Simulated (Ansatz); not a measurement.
# Decaying states in the gap of MgSnBr6, part 3 of 3

Wanted: the relaxed cell of MgSnBr6, its band edges and its decay constants. It is built by putting Br for F in the MgSnF6 structure of space group R-3, with the volume rescaled by atomic radii. The parent structure comes from the Materials Project.

Ansatz 0.2.0; r2SCAN DFT, plane waves, PAW files (the session's first sound run).

So far, gap on path (eV): step 3 (band edges) 1.63.

The structure was built from a prototype and need not be the compound's stable phase.

## Step 5: Decaying states in the gap, plane (001), k-mesh 6×6×6

Level of this step: r2SCAN DFT, plane waves, PAW files; complex bands by layer matching along the plane's normal (Ansatz).

The same for the (001) plane, at (0, 0) and (0.5, 0), to see how the decay depends on direction.

File input.yaml:

```yaml
crystal:
  lattice:
    - [6.647401031, 0.0, 0.0]
    - [3.323700515, 5.756818162, 0.0]
    - [3.323700515, -1.918939387, 6.031597864]
  atoms:
    - { symbol: Mg, position: [0.0, 0.5, 0.5] }
    - { symbol: Sn, position: [0.0, 0.0, 0.0] }
    - { symbol: Br, position: [0.5069376565, 0.0836136372, 0.2494830348] }
    - { symbol: Br, position: [0.1599656715, 0.7564206913, 0.2494830348] }
    - { symbol: Br, position: [0.1658693976, 0.5905512937, 0.7505169652] }
    - { symbol: Br, position: [0.8400343285, 0.2435793087, 0.7505169652] }
    - { symbol: Br, position: [0.4930623435, 0.9163863628, 0.7505169652] }
    - { symbol: Br, position: [0.8341306024, 0.4094487063, 0.2494830348] }
kpoints:
  mp_grid: { grid: [6, 6, 6] }
scf:
  occupations: { method: fixed }
hamiltonian:
  xc: r2scan
output:
  eigenvalues: true
  transmission:
    leads: [[0, 0]]
    kpoints: [[0.0, 0.0], [0.5, 0.0]]
    e_range: [-1.0, 2.63]
    de: 0.06
```

The run is started by

```console
> ansatz run input.yaml --threads 2 --pin off --max-ram 4096MiB --backend cpu --events-out ev --progress --plain --runs-dir out
```

Numbers of over 12 decimals in the logs are rounded to 6 here.

What it wrote:

```text
[...]
Crystal: 8 atoms, lattice volume = 230.816 Å³
Basis set: ecut = 500 eV, 5829 PW (Γ), exchange–correlation on 200×200×216 points (64 copies of the dense FFT grid, shifted against one another)
Bands: 41, of which v1, the nominal top of the filled ones, is band 33 counted from 1 (32 counted from 0)
Symmetry: 6 space group operations
[...]
k-points: 40 of 216
[...]
SCF iter   1: F=—  HF=-24730.343559 eV  |F-HF|=—  |Δ(HF+E_count)|=         —  Δρ=4.83e-3  dr2=6.99e-2  dr2_τ=2.58e-2  ethr=1.77e-3  ⟨swp⟩=5.4  Hψ=6311  notcnv=0  defer=218
[...]
SCF iter   6: F=-24730.376905 eV  HF=-24730.376905 eV  |F-HF|=5.46e-8  |Δ(HF+E_count)|=   2.22e-7  Δρ=6.21e-6  dr2=9.61e-8  dr2_τ=2.81e-9  ethr=1.52e-10  ⟨swp⟩=16.1  Hψ=11071  notcnv=0
SCF 1 converged in 6 iterations: F = -24730.376905 eV  dr2 = 9.61e-8
[...]
transmission: 10 of 20 steps passed
transmission: 20 of 20 steps passed
SCF converged after 6 iterations
Free energy (F): -24730.376905 eV
[...]
Internal energy: -24730.376905 eV  (E = F + TS)
E sigma→0 (E₀):  -24730.376905 eV
Fermi energy:    2.821046 eV
[...]
--- Band table (eV; the first three rows and the last of 40) ---
  k-point 0: bands = [... 29 lower, 2.4780, 2.6628, 2.6628, 2.8210, 4.4499, 8.2967, 8.3307, 8.3307, ... 4 higher]
  k-point 1: bands = [... 29 lower, 2.4814, 2.4814, 2.6568, 2.6568, 4.6176, 8.1854, 8.4633, 8.4633, ... 4 higher]
  k-point 2: bands = [... 29 lower, 2.4503, 2.4503, 2.5848, 2.5848, 4.8089, 7.9736, 8.8468, 8.8468, ... 4 higher]
  k-point 39: bands = [... 29 lower, 2.2164, 2.3140, 2.5360, 2.5527, 4.7002, 7.7477, 8.5505, 8.8507, ... 4 higher]
--- Transmission ---
  basis      : 397 plane waves across, 10 finite elements along
  points     : 2, as listed
[...]
crystal 0  : Br6Sn1Mg1, at the sites [0, 0], period 6.0316 Å: whole cells are its period
[...]
channels       : 0.000000e0 a spin
[...]
slowest decay  : 0.1782 /Å at (0.0000, 0.0000)
```

The job ended after 1.8 min (2 threads of Intel Xeon 6975P-C (Granite Rapids), shared host; peak memory 2 GiB).

This step gave:

```
free energy                                               : -24730.3769 eV
decay constant at the filling level, zone centre          : 0.1782 Å⁻¹
decay constant at the filling level, slowest listed point : 0.1782 Å⁻¹
```

K parallel (0, 0); values up to 1.5 1/Å, a degenerate pair printed once or twice; energies at which all values exceed this have no row. Im kz of the slowest decaying states against energy, zero at the highest filled level on the SCF mesh:

| energy (eV) | decay 1 (Å⁻¹) | decay 2 (Å⁻¹) | decay 3 (Å⁻¹) | decay 4 (Å⁻¹) |
| --- | --- | --- | --- | --- |
| -1.0000 | 0.165 | 0.341 | 0.661 | 1.31 |
| -0.7600 | 0.0927 | 0.0927 | 0.377 | 0.403 |
| -0.5200 | 0.201 | 0.266 | 0.403 | 1.25 |
| -0.2200 | 0.266 | 0.266 | 0.425 | 1.19 |
| 0.0200 | 0.0368 | 0.226 | 0.437 | 0.660 |
| 0.2600 | 0.123 | 0.285 | 0.444 | 0.897 |
| 0.5000 | 0.158 | 0.321 | 0.448 | 0.986 |
| 0.7400 | 0.176 | 0.348 | 0.449 | 1.01 |
| 0.9800 | 0.180 | 0.368 | 0.446 | 1.02 |
| 1.2200 | 0.169 | 0.384 | 0.439 | 1.03 |
| 1.5200 | 0.108 | 0.399 | 0.424 | 1.04 |
| 1.7600 | 0.405 | 0.408 | 1.04 | 1.07 |
| 2.0000 | 0.376 | 0.415 | 1.04 | 1.05 |
| 2.2400 | 0.269 | 0.359 | 0.419 | 1.02 |
| 2.4800 | 0.333 | 0.372 | 0.421 | 0.998 |

K parallel (0.5, 0); values up to 1.5 1/Å, a degenerate pair printed once or twice; energies at which all values exceed this have no row. Table of Im kz of the slowest decaying states by energy, zero at the highest filled level on the SCF mesh:

| energy (eV) | decay 1 (Å⁻¹) | decay 2 (Å⁻¹) | decay 3 (Å⁻¹) | decay 4 (Å⁻¹) |
| --- | --- | --- | --- | --- |
| -1.00 | 0.166 | 0.181 | 0.190 | 1.26 |
| -0.82 | 0.0734 | 0.0817 | 0.104 | 0.204 |
| -0.64 | 0.0347 | 0.0426 | 0.0992 | 0.213 |
| -0.46 | 0.0479 | 0.227 | 0.232 | 0.313 |
| -0.28 | 0.0622 | 0.104 | 0.215 | 0.304 |
| -0.10 | 0.187 | 0.193 | 0.245 | 0.360 |
| 0.02 | 0.246 | 0.248 | 0.267 | 0.392 |
| 0.08 | 0.267 | 0.268 | 0.277 | 0.407 |
| 0.26 | 0.300 | 0.312 | 0.313 | 0.445 |
| 0.44 | 0.316 | 0.344 | 0.345 | 0.478 |
| 0.62 | 0.327 | 0.368 | 0.370 | 0.505 |
| 0.80 | 0.333 | 0.388 | 0.389 | 0.529 |
| 0.98 | 0.335 | 0.404 | 0.405 | 0.549 |
| 1.16 | 0.331 | 0.417 | 0.418 | 0.566 |
| 1.34 | 0.322 | 0.427 | 0.428 | 0.580 |
| 1.52 | 0.305 | 0.436 | 0.436 | 0.593 |
| 1.70 | 0.272 | 0.442 | 0.442 | 0.603 |
| 1.88 | 0.183 | 0.445 | 0.447 | 0.612 |
| 2.06 | 0.0917 | 0.267 | 0.445 | 0.450 |
| 2.24 | 0.308 | 0.309 | 0.382 | 0.452 |
| 2.42 | 0.330 | 0.375 | 0.453 | 0.503 |
| 2.60 | 0.344 | 0.393 | 0.452 | 0.517 |

At the listed wavevectors the last open channel is at -0.04 eV and the next at +1.64 eV on the grid. At +0.80 eV, the grid energy nearest the filling level (the middle of the gap on the SCF mesh), the slowest state at the listed wavevectors decays with κ = 0.178 Å⁻¹, its amplitude falling by e over 5.6 Å; the first such run, plane (101), gave 0.202 Å⁻¹.

## Step 6: Band edges at another level, cutoff 420 eV

This step: PBEsol DFT, plane waves, PAW files (Ansatz 0.2.0).

The edges again with PBEsol, at the same atoms. Against that run the cutoff is 420 eV against 500.

File input.yaml:

```yaml
crystal:
  lattice:
    - [3.3237005154, 1.9189393873, 6.0315978643]
    - [-3.3237005154, 1.9189393873, 6.0315978643]
    - [0.0, -3.8378787746, 6.0315978643]
  atoms:
    - { symbol: Mg, position: [0.5, 0.5, 0.5] }
    - { symbol: Sn, position: [0.0, 0.0, 0.0] }
    - { symbol: Br, position: [0.5905512937, 0.9163863628, 0.2435793087] }
    - { symbol: Br, position: [0.9163863628, 0.2435793087, 0.5905512937] }
    - { symbol: Br, position: [0.7564206913, 0.4094487063, 0.0836136372] }
    - { symbol: Br, position: [0.0836136372, 0.7564206913, 0.4094487063] }
    - { symbol: Br, position: [0.4094487063, 0.0836136372, 0.7564206913] }
    - { symbol: Br, position: [0.2435793087, 0.5905512937, 0.9163863628] }
kpoints:
  mp_grid: { grid: [4, 4, 4] }
  band_path: { path: [VBM, CBM], npoints: 30 }
scf:
  occupations: { method: fixed }
hamiltonian:
  xc: pbesol
output:
  eigenvalues: true
```

What it wrote:

```text
[...]
Crystal: 8 atoms, lattice volume = 230.816 Å³
Basis set: ecut = 420 eV, 4485 PW (Γ)
Bands: 41, of which v1, the nominal top of the filled ones, is band 33 counted from 1 (32 counted from 0)
Symmetry: 6 space group operations
[...]
k-points: 14 of 64
[...]
SCF iter   1: F=—  HF=-24287.626149 eV  |F-HF|=—  |Δ(HF+E_count)|=         —  Δρ=2.22e-3  dr2=1.35e-2  ethr=1.77e-3  ⟨swp⟩=5.6  Hψ=2252  notcnv=0  defer=77
[...]
SCF iter   7: F=-24287.626041 eV  HF=-24287.626041 eV  |F-HF|=1.66e-8  |Δ(HF+E_count)|=   1.55e-7  Δρ=1.74e-6  dr2=9.64e-9  ethr=1.52e-10  ⟨swp⟩=16.5  Hψ=3015  notcnv=0
SCF 1 converged in 7 iterations: F = -24287.626041 eV  dr2 = 9.64e-9
[...]
SCF converged after 7 iterations
Free energy (F): -24287.626041 eV
[...]
Internal energy: -24287.626041 eV  (E = F + TS)
E sigma→0 (E₀):  -24287.626041 eV
Fermi energy:    3.106206 eV
[...]
--- Band table (eV; the first three rows and the last of 14) ---
  k-point 0: bands = [... 29 lower, 2.7641, 2.9504, 2.9504, 3.1062, 4.2900, 7.8557, 7.9313, 7.9313, ... 4 higher]
  k-point 1: bands = [... 29 lower, 2.4778, 2.8128, 2.9294, 3.0164, 4.6414, 7.4428, 8.0667, 8.3672, ... 4 higher]
  k-point 2: bands = [... 29 lower, 2.4247, 2.5462, 2.8642, 2.9143, 4.6436, 7.0680, 8.3721, 8.7163, ... 4 higher]
  k-point 13: bands = [... 29 lower, 2.7176, 2.7176, 2.8269, 2.8269, 4.7630, 7.3604, 8.7500, 8.7500, ... 4 higher]
```

Wall time 7.8 s (2 threads); peak memory 0.57 GiB; 15 s of CPU time.

Numbers from this step:

- free energy: -24287.6260 eV
- Fermi energy: 3.106 eV
- gap on the k-mesh: 1.184 eV
- gap on path: 1.184 eV, by band count; negative where bands overlap
- direct gap on path: 1.184 eV

Levels at VBM (eV): -7.11, -3.94, -3.94, -3.41, -2.66, -2.33, -2.33, -2.23, -2.08, -1.36, -1.36, -0.77, -0.77, -0.34, -0.34, -0.16, -0.16, 0.00, 1.18, 4.75, 4.83, 4.83, 5.83, 7.14, 7.98.

The searched edges give 1.18 eV, as on the mesh.

Between step 3 and this run (PBEsol and cutoff 420 eV) the value for the gap on path moves from 1.63 eV to 1.18 eV.

## Step 7: Complex bands at another level, cutoff 420 eV

This step: PBEsol DFT, plane waves, PAW files; complex bands by layer matching along the plane's normal (Ansatz 0.2.0).

The complex bands at that level, over its own gap, at (0, 0) and (0.5, 0).

File input.yaml:

```yaml
crystal:
  lattice:
    - [7.149089892, 0.0, 0.0]
    - [3.090459145, 5.885320955, 0.0]
    - [3.090459145, 2.131240183, 5.485874408]
  atoms:
    - { symbol: Mg, position: [0.5, 0.5, 0.5] }
    - { symbol: Sn, position: [0.0, 0.0, 0.0] }
    - { symbol: Br, position: [0.7505169652, 0.0836136372, 0.7564206913] }
    - { symbol: Br, position: [0.7505169652, 0.7564206913, 0.4094487063] }
    - { symbol: Br, position: [0.2494830348, 0.5905512937, 0.9163863628] }
    - { symbol: Br, position: [0.2494830348, 0.2435793087, 0.5905512937] }
    - { symbol: Br, position: [0.2494830348, 0.9163863628, 0.2435793087] }
    - { symbol: Br, position: [0.7505169652, 0.4094487063, 0.0836136372] }
kpoints:
  mp_grid: { grid: [4, 4, 4] }
scf:
  occupations: { method: fixed }
hamiltonian:
  xc: pbesol
output:
  eigenvalues: true
  transmission:
    leads: [[0, 0]]
    kpoints: [[0.0, 0.0], [0.5, 0.0]]
    e_range: [-1.0, 2.18]
    de: 0.06
```

What it wrote:

```text
[...]
Crystal: 8 atoms, lattice volume = 230.816 Å³
Basis set: ecut = 420 eV, 4485 PW (Γ)
Bands: 41, of which v1, the nominal top of the filled ones, is band 33 counted from 1 (32 counted from 0)
Symmetry: 6 space group operations
[...]
k-points: 14 of 64
[...]
SCF iter   1: F=—  HF=-24287.626816 eV  |F-HF|=—  |Δ(HF+E_count)|=         —  Δρ=2.23e-3  dr2=1.36e-2  ethr=1.77e-3  ⟨swp⟩=5.6  Hψ=2256  notcnv=0  defer=79
[...]
SCF iter   6: F=-24287.626068 eV  HF=-24287.626068 eV  |F-HF|=1.35e-7  |Δ(HF+E_count)|=   7.77e-7  Δρ=5.70e-6  dr2=9.57e-8  ethr=1.52e-10  ⟨swp⟩=15.6  Hψ=3688  notcnv=0
SCF 1 converged in 6 iterations: F = -24287.626068 eV  dr2 = 9.57e-8
[...]
transmission: 14 of 28 steps passed
transmission: 28 of 28 steps passed
SCF converged after 6 iterations
Free energy (F): -24287.626068 eV
[...]
Internal energy: -24287.626068 eV  (E = F + TS)
E sigma→0 (E₀):  -24287.626068 eV
Fermi energy:    3.106198 eV
[...]
--- Band table (eV; the first three rows and the last of 14) ---
  k-point 0: bands = [... 29 lower, 2.7641, 2.9504, 2.9504, 3.1062, 4.2900, 7.8558, 7.9314, 7.9314, ... 4 higher]
  k-point 1: bands = [... 29 lower, 2.4778, 2.8128, 2.9293, 3.0164, 4.6414, 7.4429, 8.0668, 8.3673, ... 4 higher]
  k-point 2: bands = [... 29 lower, 2.4247, 2.5461, 2.8641, 2.9143, 4.6437, 7.0681, 8.3722, 8.7164, ... 4 higher]
  k-point 13: bands = [... 29 lower, 2.7175, 2.7175, 2.8269, 2.8269, 4.7631, 7.3605, 8.7501, 8.7501, ... 4 higher]
--- Transmission ---
  basis      : 363 plane waves across, 14 finite elements along
  points     : 2, as listed
[...]
crystal 0  : Br6Sn1Mg1, at the sites [0, 0], period 5.4859 Å: whole cells are its period
[...]
channels       : 0.000000e0 a spin
[...]
slowest decay  : 0.1631 /Å at (0.0000, 0.0000)
```

It took 95 s on 2 threads; peak memory 1.7 GiB.

This step gave:

* free energy: -24287.6261 eV
* level to which the leads are filled: 0.5919 eV from the Fermi level
* decay constant at the filling level, zone centre: 0.1631 Å⁻¹
* decay constant at the filling level, slowest listed point: 0.1631 Å⁻¹

K parallel (0, 0); values up to 1.5 1/Å, a degenerate pair printed once or twice; energies at which all values exceed this have no row. Im kz of the slowest decaying states against energy, zero at the highest filled level on the SCF mesh:

| energy (eV) | decay 1 (Å⁻¹) | decay 2 (Å⁻¹) | decay 3 (Å⁻¹) | decay 4 (Å⁻¹) |
| --- | --- | --- | --- | --- |
| -1.000 | 0.0358 | 0.0618 | 0.103 | 0.170 |
| -0.820 | 0.066 | 0.0793 | 0.166 | 0.236 |
| -0.580 | 0.0309 | 0.216 | 0.268 | 0.432 |
| -0.400 | 0.242 | 0.272 | 0.346 | 0.453 |
| -0.220 | 0.104 | 0.108 | 0.204 | 0.348 |
| 0.020 | 0.0803 | 0.244 | 0.296 | 0.342 |
| 0.200 | 0.146 | 0.297 | 0.381 | 0.396 |
| 0.380 | 0.162 | 0.307 | 0.365 | 0.396 |
| 0.620 | 0.163 | 0.323 | 0.348 | 0.406 |
| 0.800 | 0.151 | 0.333 | 0.333 | 0.41 |
| 0.980 | 0.123 | 0.312 | 0.341 | 0.413 |
| 1.220 | 0.270 | 0.349 | 0.415 | 0.528 |
| 1.400 | 0.209 | 0.354 | 0.414 | 0.532 |
| 1.580 | 0.0639 | 0.356 | 0.413 | 0.538 |
| 1.820 | 0.215 | 0.358 | 0.409 | 0.550 |
| 2.000 | 0.255 | 0.358 | 0.404 | 0.561 |

K parallel (0.5, 0); values up to 1.5 1/Å, a degenerate pair printed once or twice; energies at which all values exceed this have no row. The Im kz of the slowest decaying states by energy, zero at the highest filled level on the SCF mesh:

| energy (eV) | decay 1 (Å⁻¹) | decay 2 (Å⁻¹) | decay 3 (Å⁻¹) | decay 4 (Å⁻¹) |
| --- | --- | --- | --- | --- |
| -1.00 | 0.0608 | 0.106 | 0.164 | 0.341 |
| -0.82 | 0.0511 | 0.116 | 0.161 | 0.228 |
| -0.70 | 0.0452 | 0.137 | 0.144 | 0.255 |
| -0.52 | 0.115 | 0.140 | 0.143 | 0.287 |
| -0.34 | 0.0952 | 0.122 | 0.215 | 0.310 |
| -0.22 | 0.0895 | 0.109 | 0.184 | 0.195 |
| -0.04 | 0.195 | 0.199 | 0.232 | 0.279 |
| 0.02 | 0.212 | 0.217 | 0.246 | 0.298 |
| 0.14 | 0.239 | 0.245 | 0.268 | 0.329 |
| 0.26 | 0.260 | 0.267 | 0.287 | 0.352 |
| 0.44 | 0.285 | 0.292 | 0.307 | 0.356 |
| 0.56 | 0.298 | 0.307 | 0.317 | 0.355 |
| 0.74 | 0.314 | 0.327 | 0.329 | 0.348 |
| 0.92 | 0.328 | 0.342 | 0.453 | 0.563 |
| 1.04 | 0.331 | 0.342 | 0.465 | 0.567 |
| 1.22 | 0.330 | 0.338 | 0.482 | 0.570 |
| 1.40 | 0.301 | 0.325 | 0.339 | 0.498 |
| 1.52 | 0.259 | 0.307 | 0.342 | 0.509 |
| 1.70 | 0.0916 | 0.333 | 0.344 | 0.529 |
| 1.88 | 0.318 | 0.339 | 0.345 | 0.553 |
| 2.00 | 0.341 | 0.344 | 0.366 | 0.539 |
| 2.18 | 0.341 | 0.342 | 0.411 | 0.502 |

At the listed wavevectors the last open channel is at -0.04 eV and the next at +1.22 eV on the grid. At +0.62 eV, the grid energy nearest the filling level (the middle of the gap on the SCF mesh), the slowest state at the listed wavevectors decays with κ = 0.163 Å⁻¹, its amplitude falling by e over 6.1 Å; the first such run, plane (101), gave 0.202 Å⁻¹.

## Step 8: Results

* band gap: 1.63 eV
* least decay constant at mid-gap, normal to (101): 0.202 Å⁻¹
* least decay constant at mid-gap, normal to (001): 0.178 Å⁻¹
* least decay constant, PBEsol: 0.163 Å⁻¹

In words: With r2SCAN, the slowest decay at the wavevectors tried is κ = 0.178 Å⁻¹, normal to (001). Through such a film the transmission near mid-gap falls as exp(−2κd), a factor of ten every 6.5 Å. The directions tried decay at nearly the same rate. A free electron under a barrier of half the gap would need a mass of 0.15 mₑ to decay at this rate. With PBEsol the gap goes from 1.63 to 1.18 eV and the decay constant, over the first 2 listed wavevectors, from 0.202 to 0.163 Å⁻¹. The compound is made up by substitution; its stability against other phases and against distortions of the cell's symmetry was not tested. r2SCAN still narrows gaps, if less than LDA and GGA do, so real decay constants are likely larger.

[Logs are printed without paths, hosts, clocks, repeated set-up lines and the standing remarks that a program may print on its own settings, such as how far it seeks lower states.]

[Hosts, paths, dates, database ids (printed as entryN), source tags and the programs' standing remarks are cut or masked in the printed files.]
